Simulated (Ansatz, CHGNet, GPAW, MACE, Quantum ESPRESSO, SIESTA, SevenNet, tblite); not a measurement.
# Running random packing of B (63 atoms) with SIESTA

How do the settings of SIESTA change the result for random packing of B (63 atoms)? A plane-wave run serves as the yardstick.

Program: SIESTA 5.4.2. Level of theory: the method is named at each step. Results are calculated unless marked as measured.

## (1) The starting structure

The cell holds 63 atoms: 63 B. Cell: a = 8.151 Å, b = 8.151 Å, c = 8.151 Å, α = 90.0°, β = 90.0°, γ = 90.0°. 63 atoms (63 B) packed at random in a cube at 2.09 g/cm³ and pushed apart as soft spheres; a start for melting by ab initio MD, not an equilibrated structure. Then every atom was moved at random, 0.05 Å r.m.s. a Cartesian component.

The yardstick, on the same geometry:

| Quantity | Value |
| --- | --- |
| method | Kohn-Sham DFT, PBE, SSSP efficiency 1.3.0 pseudopotentials, plane waves (Quantum ESPRESSO 7.5); sssp-pbe-1.3.0-efficiency, cutoffs 45/360 Ry, Γ point |
| r.m.s. force component | 1.274 eV/Å |
| longest force | 6.793 eV/Å |
| pressure | -20.87 GPa |
| time | 27 s on 2 MPI ranks of Arm Neoverse V2, shared host |
| CPU time | 53 s |

## (2) PBE, DZP, shift 0.01 Ry, mesh 300 Ry

Method: Kohn-Sham DFT, PBE, PseudoDojo 0.4.1 norm-conserving pseudopotentials (converted to PSML), numerical atomic orbitals (DZP), diagonalisation.

The .psml files are PseudoDojo norm-conserving potentials that we converted to this format, checked against plane waves on the same files for H, C, O, Si, Ge and Ca alone.

input.fdf reads:

```
SystemLabel cell
NumberOfAtoms 63
NumberOfSpecies 1
%block ChemicalSpeciesLabel
  1 5 B
%endblock ChemicalSpeciesLabel
LatticeConstant 1.0 Ang
%block LatticeVectors
  8.15130 0.00000 0.00000
  0.00000 8.15130 0.00000
  0.00000 0.00000 8.15130
%endblock LatticeVectors
PAO.BasisSize DZP
PAO.EnergyShift 0.01 Ry
XC.Functional GGA
XC.Authors PBE
MeshCutoff 300 Ry
%block kgrid_Monkhorst_Pack
  1 0 0 0.0
  0 1 0 0.0
  0 0 1 0.0
%endblock kgrid_Monkhorst_Pack
SolutionMethod diagon
OccupationFunction FD
ElectronicTemperature 580 K
SCF.Mixer.Method Pulay
SCF.Mixer.Weight 0.05
SCF.Mixer.History 8
SCF.Mix Hamiltonian
MaxSCFIterations 300
SCF.DM.Tolerance 1e-04
SCF.H.Tolerance 1.0e-3 eV
WriteForces T
Write.HirshfeldPop T
Write.VoronoiPop T
Write.DM F
Write.H F
XML.Write F
AtomicCoordinatesFormat Fractional
%block AtomicCoordinatesAndAtomicSpecies
  0.73109 0.73282 0.58690 1
  0.15831 0.64449 0.89264 1
  0.58269 0.04567 0.77850 1
  0.97227 0.69455 0.99405 1
  0.79483 0.38864 0.76926 1
  0.50154 0.68364 0.56368 1
  0.17885 0.09372 0.06515 1
  0.05267 0.40224 0.49831 1
  0.78594 0.36410 0.00362 1
  0.73106 0.79747 0.08917 1
  0.38315 0.25156 0.39523 1
  0.24036 0.90913 0.66212 1
  0.91708 0.58041 0.66225 1
  0.18956 0.26831 0.24177 1
  0.48548 0.71304 0.08277 1
  0.01646 0.95680 0.03648 1
  0.91853 0.65563 0.48621 1
  0.63571 0.26449 0.72722 1
  0.71758 0.58398 0.09575 1
  0.51236 0.24082 0.95081 1
  0.31220 0.24834 0.78012 1
  0.36598 0.65018 0.86153 1
  0.01216 0.17160 0.21481 1
  0.73362 0.21491 0.47548 1
  0.12671 0.79501 0.51549 1
  0.55456 0.48212 0.19814 1
  0.38687 0.86329 0.92741 1
  0.86902 0.09947 0.96679 1
  0.58252 0.23260 0.26780 1
  0.82263 0.98103 0.61547 1
  0.69770 0.02123 0.41270 1
  0.36916 0.62700 0.31200 1
  0.10225 0.98501 0.38330 1
  0.01339 0.74064 0.72073 1
  0.23093 0.82581 0.32332 1
  0.58956 0.96241 0.20622 1
  0.19730 0.39246 0.96478 1
  0.90298 0.11580 0.47509 1
  0.97954 0.72442 0.21082 1
  0.57993 0.44750 0.58656 1
  0.73636 0.54883 0.48527 1
  0.81288 0.29301 0.23992 1
  0.24467 0.43932 0.38397 1
  0.36925 0.25211 0.12324 1
  0.89656 0.90957 0.78852 1
  0.65675 0.07848 0.00498 1
  0.25700 0.75253 0.06669 1
  0.63079 0.76580 0.86672 1
  0.45337 0.00727 0.47953 1
  0.46893 0.23679 0.63219 1
  0.84247 0.56438 0.91690 1
  0.24415 0.10916 0.49887 1
  0.15511 0.57480 0.09034 1
  0.71821 0.75669 0.36253 1
  0.29071 0.61886 0.54112 1
  0.31483 0.96621 0.17654 1
[... 3 atom lines left out ...]
  0.08977 0.21440 0.62938 1
  0.00778 0.51667 0.19640 1
  0.85895 0.03394 0.25613 1
  0.43909 0.85633 0.67574 1
%endblock AtomicCoordinatesAndAtomicSpecies
```

On the command line:

```sh
OMP_NUM_THREADS=1 mpirun -np 2 siesta < input.fdf > output.txt
```

Output:

```text
Version         : 5.4.2
reinit: System Name:
reinit: System Label: cell
initatom: Reading input for the pseudopotentials and atomic orbitals ----------
Species number:   1 Atomic number:    5 Label: B
Ground state valence configuration (from tables):   2s02  2p01  3d00  4f00
---- Processing specs for species: B
GGA--PBE XC_GGA_X_PBE--XC_GGA_C_PBE pb
B pseudopotential only contains V_ls up to l=1 -- lmxkb reset.
Using PAO.SplitTailNorm
%block ChemicalSpeciesLabel
    1    5 B                       # Species index, atomic number, species label
%endblock ChemicalSpeciesLabel
%block PAO.Basis                 # Define Basis set
B                     2                    # Species label, number of l-shells
 n=2   0   2                         # n, l, Nzeta
   5.254      3.670
   1.000      1.000
 n=2   1   2 P   1                   # n, l, Nzeta, Polarization, NzetaPol
   6.393      4.475
   1.000      1.000
%endblock PAO.Basis
coor:   Atomic-coordinates input format  =     Fractional
siesta: System type = bulk
initatomlists: Number of atoms, orbitals, and projectors:     63   819   504
siesta: ******************** Simulation parameters ****************************
Total number of electrons:   189.000000
Total ionic charge:   189.000000
 Kpoints in:            1 . Kpoints trimmed:            1
siesta: k-grid: Number of k-points = 1
siesta: k-points from Monkhorst-Pack grid
siesta: k-cutoff (effective) =     4.076 Ang
siesta: k-point supercell and displacements
siesta: k-grid:     1     0     0      0.000
siesta: k-grid:     0     1     0      0.000
siesta: k-grid:     0     0     1      0.000
                     ====================================
                        Single-point calculation
                     ====================================
outcell: Unit cell vectors (Ang):
        8.151300    0.000000    0.000000
        0.000000    8.151300    0.000000
        0.000000    0.000000    8.151300
outcell: Cell vector modules (Ang)   :    8.151300    8.151300    8.151300
outcell: Cell angles (23,13,12) (deg):     90.0000     90.0000     90.0000
outcell: Cell volume (Ang**3)        :    541.6025
Gamma-point calculation with multiply-connected orbital pairs
Gamma-point calculation with multiply-connected orbital pairs
Folding of H and S implicitly performed
Folding of H and S implicitly performed
new_DM -- step:     1
Initializing Density Matrix...
Attempting to read DM from file... Failed...
DM filled with atomic data:
InitMesh: MESH = 90 x 90 x 90 = 729000
InitMesh: Mesh cutoff (required, used) =   300.000   336.925 Ry
stepf: Fermi-Dirac step function
        iscf     Eharris(eV)        E_KS(eV)     FreeEng(eV)     dDmax    Ef(eV) dHmax(eV)
   scf:    1    -4785.426556    -4939.770661    -4939.985968  1.844046 -5.296059  6.811958
   scf:    2    -4952.160751    -4946.763841    -4946.992519  0.013680 -5.268989  4.158804
   scf:    3    -4953.876975    -4951.422730    -4951.686435  0.019594 -5.231538  1.728170
   scf:    4    -4954.369525    -4953.211084    -4953.497832  0.024123 -5.194311  0.810430
   scf:    5    -4953.924419    -4953.614198    -4953.909677  0.009198 -5.174989  0.622695
   scf:    6    -4953.991694    -4953.835099    -4954.135867  0.007548 -5.155180  0.361684
   scf:    7    -4953.976773    -4953.915359    -4954.217604  0.005321 -5.139840  0.210017
   scf:    8    -4953.985152    -4953.952419    -4954.253918  0.003513 -5.130169  0.139566
   scf:    9    -4954.002847    -4953.981139    -4954.280888  0.003942 -5.118865  0.073406
   scf:   10    -4953.989393    -4953.985646    -4954.285114  0.001116 -5.115705  0.049599
   scf:   11    -4953.990219    -4953.988196    -4954.287677  0.000798 -5.113514  0.022163
   scf:   12    -4953.989129    -4953.988688    -4954.288166  0.000260 -5.113061  0.018148
[...]
scf:   16    -4953.989043    -4953.989029    -4954.288794  0.000067 -5.112435  0.003741
   scf:   17    -4953.989005    -4953.989019    -4954.288819  0.000105 -5.112504  0.002828
   scf:   18    -4953.989004    -4953.989011    -4954.288824  0.000041 -5.112569  0.001705
   scf:   19    -4953.989011    -4953.989012    -4954.288828  0.000049 -5.112677  0.001209
   scf:   20    -4953.989020    -4953.989016    -4954.288830  0.000032 -5.112733  0.000788
SCF Convergence by DM+H criterion
max |DM_out - DM_in|         :     0.0000321059
max |H_out - H_in|      (eV) :     0.0007878891
SCF cycle converged after 20 iterations
Using DM_out to compute the final energy and forces
siesta: E_KS(eV) =            -4953.9890
siesta: E_KS - E_eggbox =     -4953.9890
siesta: Atomic forces (eV/Ang):
     1   -0.741527    3.367205    1.255886
     2    0.432086    0.058638   -1.564429
     3   -0.237086   -0.065959    0.217187
     4    2.082332    1.314271   -0.872885
     5    1.203755    1.605077   -0.270700
     6    0.962622   -1.815104    0.124936
     7    0.692545    0.293038   -0.590858
     8   -0.357534    0.101562    1.092146
     9   -2.222036    0.321729    1.157553
    10   -3.123810    0.541930    1.090178
    11    0.115780    0.204618   -0.851728
    12   -1.304952    1.431319   -0.826534
[...]
59    1.585775    0.049376    0.188719
    60    0.077475   -0.378739    0.525841
    61   -3.441294   -1.692221    2.667888
    62    1.059556   -0.119224    0.613886
    63    0.910218    0.959606    2.081340
----------------------------------------
   Tot   -0.002527    0.003675   -0.001627
----------------------------------------
   Max    5.986894
   Res    1.387877    sqrt( Sum f_i^2 / 3N )
----------------------------------------
   Max    5.986894    constrained
Stress tensor Voigt[x,y,z,yz,xz,xy] (kbar):      141.48      186.81      232.30      -20.74      -24.27      -27.70
(Free)E + p*V (eV/cell)    -5017.4560
Target enthalpy (eV/cell)    -4954.2888
siesta: Program's energy decomposition (eV):
siesta: Ebs     =     -2168.921389
siesta: Eions   =      9836.359946
siesta: Ena     =      3609.219582
siesta: Ekin    =      3080.555533
siesta: Enl     =       183.441830
siesta: DEna    =        -8.943888
siesta: DUscf   =         7.691955
siesta: Ex      =     -1748.067269
siesta: Ec      =      -241.526812
siesta: Exc     =     -1989.594081
siesta: Eharris =     -4953.989020
siesta: Etot    =     -4953.989016
siesta: FreeEng =     -4954.288830
siesta: Final energy (eV):
siesta:  Band Struct. =   -2168.921389
siesta:       Kinetic =    3080.555533
siesta:       Hartree =     393.185078
siesta:         Exch. =   -1748.067269
siesta:         Corr. =    -241.526812
siesta:   Exch.-corr. =   -1989.594081
siesta:  Ion-electron =   -3691.767128
siesta:       Ion-ion =   -2746.368418
siesta:         Total =   -4953.989016
siesta:         Fermi =      -5.112733
siesta: Stress tensor (static) (eV/Ang**3):
siesta:     0.088303   -0.017290   -0.015149
siesta:    -0.017291    0.116600   -0.012944
siesta:    -0.015148   -0.012945    0.144988
siesta: Cell volume =        541.602464 Ang**3
siesta: Pressure (static):
siesta:                Solid            Molecule  Units
siesta:          -0.00127026         -0.00119391  Ry/Bohr**3
siesta:          -0.11663009         -0.10961952  eV/Ang**3
siesta:        -186.86200470       -175.62983739  kBar
    Orbital volume contribution        =          39.380616 eV
    (Free)E + p_basis*V_orbitals       =       -4914.908214 eV
    (Free)Eharris+ p_basis*V_orbitals  =       -4914.908219 eV
Hirshfeld Atomic Populations:
Atom #   charge [q] valence [e]  Species
     1     0.025652    2.974348  B
     2    -0.021027    3.021027  B
     3     0.054469    2.945531  B
     4    -0.006638    3.006638  B
     5    -0.008123    3.008123  B
     6    -0.020884    3.020884  B
     7    -0.025028    3.025028  B
     8     0.069052    2.930948  B
     9     0.006927    2.993073  B
    10     0.015737    2.984263  B
    11    -0.002508    3.002508  B
    12     0.015007    2.984993  B
[...]
--------------------
 Total    -0.000001
Voronoi Atomic Populations:
Atom #   charge [q] valence [e]  Species
[...]
59     0.022344    2.977656  B
    60    -0.045338    3.045338  B
    61     0.020475    2.979525  B
    62     0.029477    2.970523  B
    63    -0.068850    3.068850  B
--------------------
 Total    -0.000001
```

It took 3.3 min on 2 MPI ranks of Arm Neoverse V2, shared host; peak memory 1.2 GiB; 6.6 min of CPU time.

Banners, paths, timers and routine set-up lines are dropped from the logs unmarked, and long logs keep their key lines alone; longer cuts are marked.

Compared with the plane-wave run:

* r.m.s. force component: 1.388 eV/Å
* r.m.s. difference of force components: 194.9 meV/Å
* longest difference of force vectors: 754 meV/Å
* force difference over r.m.s. force: 15.3 %
* slope of forces against the reference's: 1.082
* correlation of force components: 0.9929
* pressure: -18.69 GPa
* pressure difference: 2.186 GPa

A closer look about B49, whose charge lies farthest from its element's mean: 14 atoms, nearest first, numbered in the order of the input, with positions taken from that point.

| atom | x | y | z | distance (Å) | Hirshfeld charge (e) | Fx | Fy | Fz (eV/Å) |
| --- | --- | --- | --- | --- | --- | --- | --- | --- |
| B49 | 0.00 | 0.00 | 0.00 | 0.00 | 0.10 | -0.28 | 0.82 | 1.42 |
| B52 | -1.71 | 0.83 | 0.16 | 1.90 | -0.03 | -0.08 | -0.98 | -0.16 |
| B63 | -0.12 | -1.23 | 1.60 | 2.02 | -0.06 | 0.91 | 0.96 | 2.08 |
| B31 | 1.99 | 0.11 | -0.54 | 2.07 | -0.04 | -0.84 | -2.91 | -1.12 |
| B11 | -0.57 | 1.99 | -0.69 | 2.18 | 0.00 | 0.12 | 0.20 | -0.85 |
| B50 | 0.13 | 1.87 | 1.24 | 2.25 | -0.03 | -1.83 | 0.64 | -0.82 |
| B12 | -1.74 | -0.80 | 1.49 | 2.42 | 0.01 | -1.30 | 1.43 | -0.83 |
| B36 | 1.11 | -0.37 | -2.23 | 2.52 | -0.03 | -0.01 | -0.11 | -0.61 |
| B35 | -1.81 | -1.48 | -1.27 | 2.66 | -0.01 | 0.42 | -0.65 | -1.73 |
| B3 | 1.05 | 0.31 | 2.44 | 2.67 | 0.05 | -0.24 | -0.07 | 0.22 |
| B29 | 1.05 | 1.84 | -1.73 | 2.73 | 0.01 | 0.15 | 1.33 | 0.45 |
| B56 | -1.13 | -0.33 | -2.47 | 2.74 | -0.01 | 0.77 | -1.60 | -1.23 |
| B6 | 0.39 | -2.64 | 0.69 | 2.75 | -0.02 | 0.96 | -1.82 | 0.12 |
| B24 | 2.28 | 1.69 | -0.03 | 2.84 | 0.01 | -1.30 | 3.26 | -0.99 |

Forces lie 15 % from the reference's, at 7.5 times its CPU time.

## (3) PBE, SZP, shift 0.01 Ry, mesh 300 Ry

Method: Kohn-Sham DFT, PBE, PseudoDojo 0.4.1 norm-conserving pseudopotentials (converted to PSML), numerical atomic orbitals (SZP), diagonalisation.

input.fdf, as its differences from that of step 2:

```diff
@@ -12,3 +12,3 @@
 %endblock LatticeVectors
-PAO.BasisSize DZP
+PAO.BasisSize SZP
 PAO.EnergyShift 0.01 Ry
```

On the command line:

```sh
OMP_NUM_THREADS=1 siesta < input.fdf > output.txt
```

Output:

```text
Version         : 5.4.2
reinit: System Name:
reinit: System Label: cell
initatom: Reading input for the pseudopotentials and atomic orbitals ----------
Species number:   1 Atomic number:    5 Label: B
Ground state valence configuration (from tables):   2s02  2p01  3d00  4f00
---- Processing specs for species: B
GGA--PBE XC_GGA_X_PBE--XC_GGA_C_PBE pb
B pseudopotential only contains V_ls up to l=1 -- lmxkb reset.
Using PAO.SplitTailNorm
%block ChemicalSpeciesLabel
    1    5 B                       # Species index, atomic number, species label
%endblock ChemicalSpeciesLabel
%block PAO.Basis                 # Define Basis set
B                     2                    # Species label, number of l-shells
 n=2   0   1                         # n, l, Nzeta
   5.254
   1.000
[... lines left out ...]
Total number of electrons:   189.000000
[... lines left out ...]
stepf: Fermi-Dirac step function
        iscf     Eharris(eV)        E_KS(eV)     FreeEng(eV)     dDmax    Ef(eV) dHmax(eV)
[... lines left out ...]
SCF Convergence by DM+H criterion
[... lines left out ...]
SCF cycle converged after 20 iterations
[... lines left out ...]
   Max    6.966097
[... lines left out ...]
   Max    6.966097    constrained
Stress tensor Voigt[x,y,z,yz,xz,xy] (kbar):       32.14       90.44      131.97      -13.71      -23.73      -31.46
[... lines left out ...]
Target enthalpy (eV/cell)    -4923.7909
siesta: Program's energy decomposition (eV):
siesta: Ebs     =     -2170.584786
siesta: Eions   =      9836.359946
siesta: Ena     =      3609.219582
siesta: Ekin    =      2904.672772
siesta: Enl     =       288.540173
siesta: DEna    =        76.625904
siesta: DUscf   =         7.358859
siesta: Ex      =     -1728.959749
siesta: Ec      =      -244.590471
siesta: Exc     =     -1973.550221
siesta: Eharris =     -4923.492889
siesta: Etot    =     -4923.492878
siesta: FreeEng =     -4923.790850
siesta: Final energy (eV):
siesta:  Band Struct. =   -2170.584786
siesta:       Kinetic =    2904.672772
siesta:       Hartree =     357.437006
siesta:         Exch. =   -1728.959749
siesta:         Corr. =    -244.590471
siesta:   Exch.-corr. =   -1973.550221
siesta:  Ion-electron =   -3465.684018
siesta:       Ion-ion =   -2746.368418
siesta:         Total =   -4923.492878
siesta:         Fermi =      -5.246722
siesta: Stress tensor (static) (eV/Ang**3):
siesta:     0.020057   -0.019638   -0.014813
siesta:    -0.019638    0.056446   -0.008558
siesta:    -0.014812   -0.008559    0.082371
siesta: Cell volume =        541.602464 Ang**3
siesta: Pressure (static):
siesta:                Solid            Molecule  Units
siesta:          -0.00057679         -0.00052908  Ry/Bohr**3
siesta:          -0.05295831         -0.04857773  eV/Ang**3
siesta:         -84.84856300        -77.83010087  kBar
    Orbital volume contribution        =          32.592526 eV
    (Free)E + p_basis*V_orbitals       =       -4891.198324 eV
    (Free)Eharris+ p_basis*V_orbitals  =       -4891.198335 eV
Hirshfeld Atomic Populations:
Atom #   charge [q] valence [e]  Species
     1     0.025102    2.974898  B
     2    -0.021890    3.021890  B
     3     0.055365    2.944635  B
[...]
--------------------
 Total    -0.000005
Voronoi Atomic Populations:
Atom #   charge [q] valence [e]  Species
[...]
62     0.028672    2.971328  B
    63    -0.063404    3.063404  B
--------------------
 Total    -0.000005
```

The job ended after 4.9 min (1 thread; peak memory 0.88 GiB).

Compared with the plane-wave run:

| Property | Result |
| --- | --- |
| r.m.s. force component | 1.652 eV/Å |
| r.m.s. difference of force components | 652.1 meV/Å |
| longest difference of force vectors | 2356 meV/Å |
| force difference over r.m.s. force | 51.18 % |
| slope of forces against the reference's | 1.21 |
| correlation of force components | 0.9329 |
| pressure | -8.485 GPa |
| pressure difference | 12.39 GPa |

This is a coarse setting, run to see what it loses.

Against the first run (15 %), the force difference from the reference is 51 %, at 0.74 times the CPU time (on 1 against 2 cores), with 567 basis functions against 819: the smaller basis costs accuracy.

(Part 1 of 2 ends here.)

[Also dropped from logs without a mark: logging warnings of Python, and SIESTA's first energy breakdown and zero terms.]

[Logs are printed without paths, hosts, clocks, repeated set-up lines and the standing remarks that a program may print on its own settings, such as how far it seeks lower states.]

[Hosts, paths, dates, database ids (printed as entryN), source tags and the programs' standing remarks are cut or masked in the printed files.]
